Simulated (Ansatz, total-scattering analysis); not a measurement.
# Isotope substitution on H in aqueous NaCl

Two samples of aqueous NaCl (30 H2O, 2 Na+ and 2 Cl-; O 31.9, H 63.8, Na 2.1, Cl 2.1 atom %; 330 K, fixed volume (mean pressure 0.4 GPa); ρ₀ = 0.0973 Å⁻³) differ only in the isotope of H: D (b = 6.6681 fm) and H (b = -3.7395 fm). Other lengths: O 5.8037, Na 3.63, Cl 9.5792 fm. The data are simulated by ab initio molecular dynamics with Ansatz (revPBE-D3(BJ), plane waves, PAW default files, Langevin thermostat, no spin, fixed volume, H with the mass of D). The average runs over 0.82 ps of 94 atoms, so shells between rare elements are rough. Mean temperature 317 K, largest m.s.d. 0.69 Å², energy drift +2 meV an atom (last third less first, no steady trend), Langevin friction 10 ps⁻¹; the first quarter of the run is discarded. Start: last frame of a classical run of this cell at the same density and temperature. So short a stretch relaxes bonds and nearest shells but still remembers its start. It is a liquid that moves slowly on the time of the run as far as so short a run tells. The partials come from the cell's reciprocal vectors below 4 Å⁻¹ and from g(r) above; absorption, incoherent and inelastic scattering are left out. F(Q) = Σ ci cj bi bj (Sij − 1), in barn per steradian and atom:

```csv
Q (Å⁻¹),2H,1H,difference
0.9,-0.309,-0.198,-0.110
1.2,-0.256,-0.193,-0.063
1.5,-0.187,-0.182,-0.005
1.8,0.247,-0.173,0.420
2.1,0.355,-0.151,0.506
2.4,0.214,-0.091,0.305
2.7,0.036,-0.030,0.067
3.0,-0.049,0.030,-0.079
3.3,-0.086,0.035,-0.121
3.6,-0.069,0.024,-0.092
3.9,-0.052,-0.001,-0.051
4.2,-0.050,0.010,-0.060
4.5,-0.076,0.040,-0.116
4.8,-0.092,0.068,-0.160
5.1,-0.087,0.081,-0.168
5.4,-0.069,0.075,-0.144
5.7,-0.045,0.050,-0.095
6.0,-0.018,0.019,-0.036
6.3,0.001,-0.007,0.008
6.6,0.005,-0.020,0.025
6.9,0.004,-0.026,0.030
7.2,0.016,-0.032,0.048
7.5,0.038,-0.039,0.077
7.8,0.058,-0.043,0.100
8.1,0.066,-0.038,0.104
8.4,0.066,-0.028,0.094
8.7,0.060,-0.018,0.078
9.0,0.048,-0.009,0.057
9.3,0.028,-0.001,0.029
9.6,0.005,0.008,-0.003
9.9,-0.015,0.013,-0.028
10.2,-0.032,0.015,-0.047
10.5,-0.045,0.015,-0.060
10.8,-0.054,0.016,-0.069
```

The first difference in real space, ΔG(r), in barn (from the pair functions, so without the broadening of a finite Q range):

```
r (Å)  first difference G(r)
 0.50                 -0.406
 0.58                 -0.406
 0.66                 -0.406
 0.74                 -0.406
 0.82                 -0.406
 0.90                 -0.155
 0.98                  7.382
 1.06                  0.224
 1.14                 -0.405
 1.22                 -0.406
 1.30                 -0.405
 1.38                 -0.400
 1.46                 -0.266
 1.54                  0.034
 1.62                 -0.053
 1.70                 -0.178
 1.78                 -0.184
 1.86                 -0.165
 1.94                 -0.147
 2.02                 -0.142
 2.10                 -0.167
 2.18                 -0.163
 2.26                 -0.133
 2.34                 -0.134
 2.42                 -0.128
 2.50                 -0.147
 2.58                 -0.180
 2.66                 -0.181
 2.74                 -0.144
 2.82                 -0.113
 2.90                 -0.060
 2.98                 -0.005
 3.06                  0.053
 3.14                  0.094
 3.22                  0.122
 3.30                  0.144
 3.38                  0.145
 3.46                  0.123
 3.54                  0.118
```

**Question.** Which pairs survive in the difference, and what is the first shell of H?

Pairs without H cancel. ΔG(r) = Σ W [g(r) − 1] with W = 2 c(H) c(j) b(j) Δb, and c(H)² (b₁² − b₂²) for H–H: H–O 0.2461, H–H 0.1242, H–Na 0.0103, H–Cl 0.0271 barn. At small r, ΔG → −ΣW = -0.408; in this finite cell the H–H term carries (N − 1)/N with N = 60 atoms of H, which gives -0.406.

The first feature, at 0.98 Å, is H–O. n = 4πρ₀ c(O)/W ∫ r² [ΔG − ΔG(0)] dr up to 1.26 Å gives 1.0 O around each H; the coordinates give 1.00 up to 1.26 Å.

Shells of H from the coordinates: O–H at 0.98 Å, 1.0 neighbours to 1.26 Å; H–H at 1.56 Å, 1.0 neighbours to 1.84 Å; H–Cl at 2.23 Å, 0.2 neighbours to 2.98 Å (first peaks with a usable minimum only). Counts average over all H, whatever molecule they sit on, and second peaks of a pair (H two bonds away, hydrogen bonds) add features between 1.5 and 2.5 Å that aren't listed. The structure is taken to be the same for both isotopes, which holds least well for H and D.

[Logs are printed without paths, hosts, clocks, repeated set-up lines and the standing remarks that a program may print on its own settings, such as how far it seeks lower states.]
